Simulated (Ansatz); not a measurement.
# How fast states decay through Na4BeP2, part 2 of 4

Wanted: the relaxed cell of Na4BeP2, its band edges and its decay constants. It is built by putting Na for K in the K4BeP2 structure of space group R-3m, with the volume rescaled by atomic radii. The parent structure comes from the Materials Project.

Ansatz 0.2.0; LDA DFT, plane waves, PAW files (the session's first sound run).

So far. Step 2 (Cell and atoms at rest): The largest force component on a free atom ends at 0.0063 eV/Å.

The structure was built from a prototype and need not be the compound's stable phase.

### Step 3. The bulk crystal and its band edges

The energy window and the wavevectors of the next steps follow from the band edges, so these are searched first, off the mesh as well.

File input.yaml:

```yaml
crystal:
  lattice:
    - [2.4080281145, 1.3902756801, 7.641096589]
    - [-2.4080281145, 1.3902756801, 7.641096589]
    - [0.0, -2.7805513602, 7.641096589]
  atoms:
    - { symbol: Na, position: [0.6124569799, 0.6124569799, 0.6124569799] }
    - { symbol: Na, position: [0.3875430201, 0.3875430201, 0.3875430201] }
    - { symbol: Na, position: [0.7911590517, 0.7911590517, 0.7911590517] }
    - { symbol: Na, position: [0.2088409483, 0.2088409483, 0.2088409483] }
    - { symbol: Be, position: [0.0, 0.0, 0.0] }
    - { symbol: P, position: [0.9144365162, 0.9144365162, 0.9144365162] }
    - { symbol: P, position: [0.0855634838, 0.0855634838, 0.0855634838] }
kpoints:
  mp_grid: { grid: [6, 6, 6] }
  band_path: { path: [VBM, CBM], npoints: 30 }
scf:
  occupations: { method: fixed }
hamiltonian:
  xc: lda
output:
  eigenvalues: true
  write_potential: true
  write_density: true
  volumetric_format: npy
  elf: true
```

On the command line:

```
> ansatz run input.yaml --threads 2 --pin off --max-ram 4096MiB --backend cpu --events-out ev --progress --plain --runs-dir out
```

Numbers of over 12 decimals in the logs are rounded to 6 here.

The program printed:

```text
[...]
Crystal: 7 atoms, lattice volume = 153.486 Å³
Basis set: ecut = 420 eV, 2953 PW (Γ), FFT grids on a1−a2, a2, −a2+a3
Bands: 31, of which v1, the nominal top of the filled ones, is band 24 counted from 1 (23 counted from 0)
Symmetry: 12 space group operations
[...]
k-points: 32 of 216
[...]
SCF iter   1: F=—  HF=-7409.227215 eV  |F-HF|=—  |Δ(HF+E_count)|=         —  Δρ=6.58e-3  dr2=5.48e-2  ethr=1.77e-3  ⟨swp⟩=5.7  Hψ=3901  notcnv=0  defer=146
[...]
SCF iter   7: F=-7409.200316 eV  HF=-7409.200316 eV  |F-HF|=9.77e-9  |Δ(HF+E_count)|=   1.40e-7  Δρ=3.58e-6  dr2=5.50e-8  ethr=2.08e-10  ⟨swp⟩=11.7  Hψ=4921  notcnv=0
SCF 1 converged in 7 iterations: F = -7409.200316 eV  dr2 = 5.50e-8
[...]
NSCF: frozen V_eff on 32 k-points
[...]
SCF converged after 7 iterations
Free energy (F): -7409.200316 eV
[...]
Internal energy: -7409.200316 eV  (E = F + TS)
E sigma→0 (E₀):  -7409.200316 eV
Fermi energy:    3.004236 eV
[...]
--- Band table (eV; the first three rows and the last of 32) ---
  k-point 0: bands = [... 20 lower, 2.1903, 2.1903, 2.8750, 2.8750, 3.9998, 6.2706, 7.2711, 7.2711, ... 3 higher]
  k-point 1: bands = [... 20 lower, 1.7935, 2.1094, 2.4282, 2.7678, 4.8123, 6.0346, 6.9143, 7.1910, ... 3 higher]
  k-point 2: bands = [... 20 lower, 1.6912, 1.8377, 1.9648, 2.5730, 4.9227, 5.5498, 7.0646, 7.0671, ... 3 higher]
  k-point 31: bands = [... 20 lower, 2.1193, 2.1193, 3.0042, 3.0042, 4.8141, 5.9333, 7.0230, 7.0230, ... 3 higher]
```

Wall time 10 s (2 threads of Arm Neoverse V2, shared host); peak memory 0.42 GiB.

In the SCF lines HF is the Harris–Foulkes energy and dr2 the Hartree energy of the density residual, in eV; the loop may stop once dr2 is under the threshold and the program's other checks hold. Hψ counts applications of the Hamiltonian.

This step gave:

```yaml
fermi_energy: 3.004 eV
gap_on_the_k_mesh: 0.9955 eV
gap_on_path: 0.9955 eV, by band count; negative where bands overlap
direct_gap_on_path: 1.125 eV
edge_places_on_path: 0, 0.4111 1/A along the path
```

Electronic bands along the path, in eV, zero at the Fermi level (highest filled level under fixed occupations); v1 is the highest filled band, c1 the lowest empty one:

```csv
point,v4,v3,v2,v1,c1,c2,c3,c4
VBM,-0.89,-0.89,0.00,0.00,1.81,2.93,4.02,4.02
halfway,-0.85,-0.85,-0.06,-0.06,1.41,3.10,4.13,4.13
CBM,-0.81,-0.81,-0.13,-0.13,1.00,3.27,4.27,4.27
```

Valence density in the ac plane of the conventional cell at fractional y = 0.000, with atoms of Na and Be and P within 0.2 Å of it. It is the smooth field of the valence electrons, not physical close to the nuclei.

Ten steps, logarithmic in the rise over the least value, from '0' (0 e/Å³) to '9' (13 e/Å³), each cell a mean:
```
32210000001122
33321000011233
33321000001233
11100000000011
97200000000158
86200111110147
00000111110000
00000000000000
75100000000036
97200111110159
00000111110000
00000000000000
00000000000000
21000111110002
97300111110159
53000000000014
00000000000000
00000111110000
97200111100158
86200000000147
22100000000112
23321000011333
33321000001233
22110000001122
```
Columns run along a (4.8 Å), rows up along c (22.9 Å), edges of the conventional cell, whose origin can differ from the input's. Atoms in or near the plane, at fractional coordinates: Na at (0.00, 0.61), Na at (0.00, 0.39), Na at (0.00, 0.79), Na at (0.00, 0.21), Be at (0.00, 0.00), P at (0.00, 0.91), P at (0.00, 0.09).

Electrostatic potential energy in the ac plane of the conventional cell at fractional y = 0.000, with atoms of Na and Be and P within 0.2 Å of it. With pseudopotentials it is smooth inside the atoms' cores, unlike the true potential.

Ten even steps from '0' (-50 eV) to '9' (7 eV), each cell a mean:
```
46899999999975
13799999999851
23799999999852
99999999999999
24899999999963
36899999999974
99999999999999
99999999999999
57899999999985
13899999999961
99999999999999
99999999999999
99999999999999
89999999999998
03899999999850
78999999999987
99999999999999
99999999999999
24899999999962
46899999999974
99999999999999
02799999999841
34899999999963
35899999999974
```
Columns run along a (4.8 Å; values clipped at the 3rd and 97th percentile), rows up along c (22.9 Å), edges of the conventional cell, whose origin can differ from the input's. Atoms in or near the plane, at fractional coordinates: Na at (0.00, 0.61), Na at (0.00, 0.39), Na at (0.00, 0.79), Na at (0.00, 0.21), Be at (0.00, 0.00), P at (0.00, 0.91), P at (0.00, 0.09).

ELF in the ac plane of the conventional cell at fractional y = 0.000, with atoms of Na and Be and P within 0.2 Å of it. It is the smooth field of the valence electrons, not physical close to the nuclei.

Ten even steps from '0' (0.02) to '9' (0.84), each cell a mean:
```
66764200135766
46997300158985
57997300158996
55542000013455
45201344420045
44114788862034
00135555554200
00012333332100
43102455531024
45214778762145
00025666664100
00001111111000
00011221221000
11025777764101
46303677751155
32002444431013
00023344432100
00135666664100
55204788862145
44100233210034
66653000024666
36997300269984
67986300158986
44554100135654
```
Columns run along a (4.8 Å), rows up along c (22.9 Å), edges of the conventional cell, whose origin can differ from the input's. Atoms in or near the plane, at fractional coordinates: Na at (0.00, 0.61), Na at (0.00, 0.39), Na at (0.00, 0.79), Na at (0.00, 0.21), Be at (0.00, 0.00), P at (0.00, 0.91), P at (0.00, 0.09).

The searched edges give 0.996 eV, as on the mesh.

### Step 4. Decaying states in the gap, plane (001)

This step: LDA DFT, plane waves, PAW files; complex bands by layer matching along the plane's normal (Ansatz 0.2.0).

The same crystal is laid in a cell whose first two vectors span the (001) plane (indices of the standard conventional cell, whose axes can be ordered otherwise than in the bulk input). At fixed energy and wavevector in the plane the solver finds all kz, real and complex. A few wavevectors are listed, (0, 0) and (0.5, 0) in units of the plane's reciprocal vectors; the slowest state needn't be among them.

File input.yaml:

```yaml
crystal:
  lattice:
    - [4.816056229, 0.0, 0.0]
    - [2.408028114, 4.17082704, 0.0]
    - [2.408028114, 1.39027568, 7.641096589]
  atoms:
    - { symbol: Na, position: [0.3875430201, 0.3875430201, 0.8373709397] }
    - { symbol: Na, position: [0.6124569799, 0.6124569799, 0.1626290603] }
    - { symbol: Na, position: [0.2088409483, 0.2088409483, 0.3734771551] }
    - { symbol: Na, position: [0.7911590517, 0.7911590517, 0.6265228449] }
    - { symbol: Be, position: [0.0, 0.0, 0.0] }
    - { symbol: P, position: [0.0855634838, 0.0855634838, 0.7433095486] }
    - { symbol: P, position: [0.9144365162, 0.9144365162, 0.2566904514] }
kpoints:
  mp_grid: { grid: [6, 6, 6] }
scf:
  occupations: { method: fixed }
hamiltonian:
  xc: lda
output:
  eigenvalues: true
  transmission:
    leads: [[0, 0]]
    kpoints: [[0.0, 0.0], [0.5, 0.0]]
    e_range: [-1.0, 2.0]
    de: 0.05
```

The program printed:

```text
[...]
Crystal: 7 atoms, lattice volume = 153.486 Å³
Basis set: ecut = 420 eV, 2953 PW (Γ)
Bands: 31, of which v1, the nominal top of the filled ones, is band 24 counted from 1 (23 counted from 0)
Symmetry: 12 space group operations
[...]
k-points: 32 of 216
[...]
SCF iter   1: F=—  HF=-7409.227402 eV  |F-HF|=—  |Δ(HF+E_count)|=         —  Δρ=6.58e-3  dr2=5.48e-2  ethr=1.77e-3  ⟨swp⟩=5.7  Hψ=3948  notcnv=0  defer=143
[...]
SCF iter   7: F=-7409.200316 eV  HF=-7409.200316 eV  |F-HF|=9.52e-9  |Δ(HF+E_count)|=   1.32e-7  Δρ=3.97e-6  dr2=5.71e-8  ethr=2.08e-10  ⟨swp⟩=11.6  Hψ=4837  notcnv=0
SCF 1 converged in 7 iterations: F = -7409.200316 eV  dr2 = 5.71e-8
[...]
transmission: 10 of 20 steps passed
transmission: 20 of 20 steps passed
SCF converged after 7 iterations
Free energy (F): -7409.200316 eV
[...]
Internal energy: -7409.200316 eV  (E = F + TS)
E sigma→0 (E₀):  -7409.200316 eV
Fermi energy:    3.004236 eV
[...]
--- Band table (eV; the first three rows and the last of 32) ---
  k-point 0: bands = [... 20 lower, 2.1903, 2.1903, 2.8750, 2.8750, 3.9998, 6.2706, 7.2711, 7.2711, ... 3 higher]
  k-point 1: bands = [... 20 lower, 2.1705, 2.1705, 2.9089, 2.9089, 4.2142, 6.1851, 7.1961, 7.1961, ... 3 higher]
  k-point 2: bands = [... 20 lower, 2.1352, 2.1352, 2.9733, 2.9733, 4.6113, 6.0227, 7.0752, 7.0752, ... 3 higher]
  k-point 31: bands = [... 20 lower, 0.9684, 1.3211, 1.8771, 1.9763, 5.0424, 5.5743, 7.1523, 7.5566, ... 3 higher]
--- Transmission ---
  basis      : 169 plane waves across, 10 finite elements along
  points     : 2, as listed
  energies   : 61 from -1.000000 to 2.000000 eV about the Fermi level, 0.050000 eV apart; the leads are filled to 0.497773 eV, and channels, transmission and decay are at 0.500000 eV
  crystal 0  : Na4P2Be1, at the sites [0, 0], period 7.6411 Å: whole cells are its period
    offset         : up to 0.0000 Å between an atom of the period and one for which it stands
    channels       : 0.000000e0 a spin
    conductance    : none, the energies end too early or step too widely for 300 K: set another output.transmission.e_range or a lower de, or, where they end at an eighth of basis.ecutwfc, a higher one
    slowest decay  : 0.1648 /Å at (0.0000, 0.0000)
```

It took 17 s on 2 threads; peak memory 0.6 GiB; 34 s of CPU time.

This step gave:

| Quantity | Value |
| --- | --- |
| level to which the leads are filled | 0.4978 eV from the Fermi level |
| decay constant at the filling level, zone centre | 0.1648 Å⁻¹ |
| decay constant at the filling level, slowest listed point | 0.1648 Å⁻¹ |

K parallel (0, 0); values up to 1.5 1/Å, a degenerate pair printed once or twice; energies at which all values exceed this have no row. Table of Im kz of the slowest decaying states by energy, zero at the highest filled level on the SCF mesh:

```csv
energy (eV),decay 1 (Å⁻¹),decay 2 (Å⁻¹),decay 3 (Å⁻¹),decay 4 (Å⁻¹)
-1.00,0.114,0.314,1.05,1.20
-0.85,0.143,1.03,1.20,1.24
-0.70,0.163,0.236,1.01,1.19
-0.55,0.177,0.277,0.989,1.18
-0.40,0.187,0.267,0.970,1.17
-0.25,0.192,0.209,0.950,1.16
-0.10,0.194,0.930,1.14,1.15
0.00,0.00654,0.193,0.916,1.13
0.05,0.159,0.193,0.910,1.12
0.20,0.188,0.283,0.889,1.10
0.35,0.179,0.345,0.868,1.08
0.50,0.165,0.385,0.846,1.06
0.65,0.145,0.414,0.824,1.04
0.80,0.114,0.434,0.801,1.02
0.95,0.0579,0.450,0.778,0.998
1.10,0.461,0.754,0.976,1.06
1.25,0.469,0.729,0.953,1.05
1.40,0.475,0.704,0.929,1.04
1.55,0.478,0.677,0.905,1.03
1.70,0.478,0.649,0.881,1.01
1.85,0.0566,0.477,0.621,0.855
2.00,0.117,0.475,0.590,0.829
```

K parallel (0.5, 0); values up to 1.5 1/Å, a degenerate pair printed once or twice; energies at which all values exceed this have no row. The Im kz of the slowest decaying states by energy, zero at the highest filled level on the SCF mesh:

```csv
energy (eV),decay 1 (Å⁻¹),decay 2 (Å⁻¹),decay 3 (Å⁻¹),decay 4 (Å⁻¹)
-1.000,0.137,0.145,0.930,-
-0.800,0.172,0.184,0.907,-
-0.600,0.113,0.213,0.884,-
-0.400,0.233,0.859,-,-
-0.200,0.0507,0.245,0.834,1.49
0.000,0.204,0.252,0.808,1.47
0.200,0.255,0.263,0.782,1.46
0.400,0.252,0.298,0.754,1.44
0.600,0.245,0.320,0.726,1.42
0.800,0.233,0.334,0.696,1.41
1.000,0.215,0.341,0.666,1.39
1.200,0.187,0.344,0.634,1.37
1.400,0.134,0.342,0.601,1.35
1.600,0.182,0.336,0.566,1.33
1.800,0.192,0.327,0.530,1.32
2.000,0.185,0.314,0.491,1.30
```

At the listed wavevectors the last open channel is at -0.05 eV and the next at +1.00 eV on the grid. At +0.50 eV, the grid energy nearest the filling level (the middle of the gap on the SCF mesh), the slowest state at the listed wavevectors decays with κ = 0.165 Å⁻¹, its amplitude falling by e over 6.1 Å. Through 1 nm of this crystal that state's transmission falls by exp(−2 × 0.165 Å⁻¹ × 10 Å) = 0.037.

### Step 5. Decay over the two-dimensional zone

The listed points could miss the slowest state, so one energy near mid-gap is solved on a mesh of 8×8.

input.yaml: that of step 4 with these lines changed.

```diff
@@ -21,6 +21,2 @@
   eigenvalues: true
-  transmission:
-    leads: [[0, 0]]
-    kpoints: [[0.0, 0.0], [0.5, 0.0]]
-    e_range: [-1.0, 2.0]
-    de: 0.05
+  transmission: { leads: [[0, 0]], kmesh: [8, 8], e_range: [0.5, 0.51], de: 0.05 }
```

The program printed:

```text
[...]
Crystal: 7 atoms, lattice volume = 153.486 Å³
Basis set: ecut = 420 eV, 2953 PW (Γ)
Bands: 31, of which v1, the nominal top of the filled ones, is band 24 counted from 1 (23 counted from 0)
Symmetry: 12 space group operations
[...]
k-points: 32 of 216
[...]
SCF iter   1: F=—  HF=-7409.227402 eV  |F-HF|=—  |Δ(HF+E_count)|=         —  Δρ=6.58e-3  dr2=5.48e-2  ethr=1.77e-3  ⟨swp⟩=5.7  Hψ=3948  notcnv=0  defer=143
[...]
SCF iter   7: F=-7409.200316 eV  HF=-7409.200316 eV  |F-HF|=9.52e-9  |Δ(HF+E_count)|=   1.32e-7  Δρ=3.97e-6  dr2=5.71e-8  ethr=2.08e-10  ⟨swp⟩=11.6  Hψ=4837  notcnv=0
SCF 1 converged in 7 iterations: F = -7409.200316 eV  dr2 = 5.71e-8
[...]
transmission: 40 of 100 steps passed
transmission: 80 of 100 steps passed
transmission: 100 of 100 steps passed
SCF converged after 7 iterations
Free energy (F): -7409.200316 eV
[...]
Internal energy: -7409.200316 eV  (E = F + TS)
E sigma→0 (E₀):  -7409.200316 eV
Fermi energy:    3.004236 eV
[...]
--- Band table (eV; the first three rows and the last of 32) ---
  k-point 0: bands = [... 20 lower, 2.1903, 2.1903, 2.8750, 2.8750, 3.9998, 6.2706, 7.2711, 7.2711, ... 3 higher]
  k-point 1: bands = [... 20 lower, 2.1705, 2.1705, 2.9089, 2.9089, 4.2142, 6.1851, 7.1961, 7.1961, ... 3 higher]
  k-point 2: bands = [... 20 lower, 2.1352, 2.1352, 2.9733, 2.9733, 4.6113, 6.0227, 7.0752, 7.0752, ... 3 higher]
  k-point 31: bands = [... 20 lower, 0.9684, 1.3211, 1.8771, 1.9763, 5.0424, 5.5743, 7.1523, 7.5566, ... 3 higher]
--- Transmission ---
  basis      : 169 plane waves across, 10 finite elements along
  points     : 10, standing for a mesh of 8 x 8
  energies   : 1 from 0.500000 to 0.500000 eV about the Fermi level; the leads are filled to 0.497773 eV, and channels, transmission and decay are at 0.500000 eV
  crystal 0  : Na4P2Be1, at the sites [0, 0], period 7.6411 Å: whole cells are its period
[...]
channels       : 0.000000e0 a spin
    conductance    : none, crystal 0 has no channel at the energies, or these end too early or step too widely for 300 K: set another output.transmission.e_range or a lower de, or, where they end at an eighth of basis.ecutwfc, a higher one
    slowest decay  : 0.1648 /Å at (0.0000, 0.0000)
```

The job ended after 11 s (2 threads; peak memory 0.62 GiB).

This step gave:

```yaml
least_decay_constant_on_the_mesh: 0.1648 Å⁻¹
```

Slowest decay constant (1/Å; 0 where a channel is open) over k1 and k2. At 0.5000 eV from the Fermi level.

Ten even steps from '0' (0.165) to '9' (0.276):
```
89988998
99999899
88985589
78950598
89855898
99989999
88998899
78987898
```
Columns: k1 (b1) from -0.5 to 0.375; rows upwards: k2 (b2) from -0.5 to 0.375.

The least value on the mesh is 0.165 Å⁻¹ at +0.50 eV. At that energy the listed points give about 0.165 Å⁻¹ by interpolation, so the mesh holds no clearly slower state.

(Continued in part 3 of 4.)

[Logs are printed without paths, hosts, clocks, repeated set-up lines and the standing remarks that a program may print on its own settings, such as how far it seeks lower states.]

[Hosts, paths, dates, database ids (printed as entryN), source tags and the programs' standing remarks are cut or masked in the printed files.]
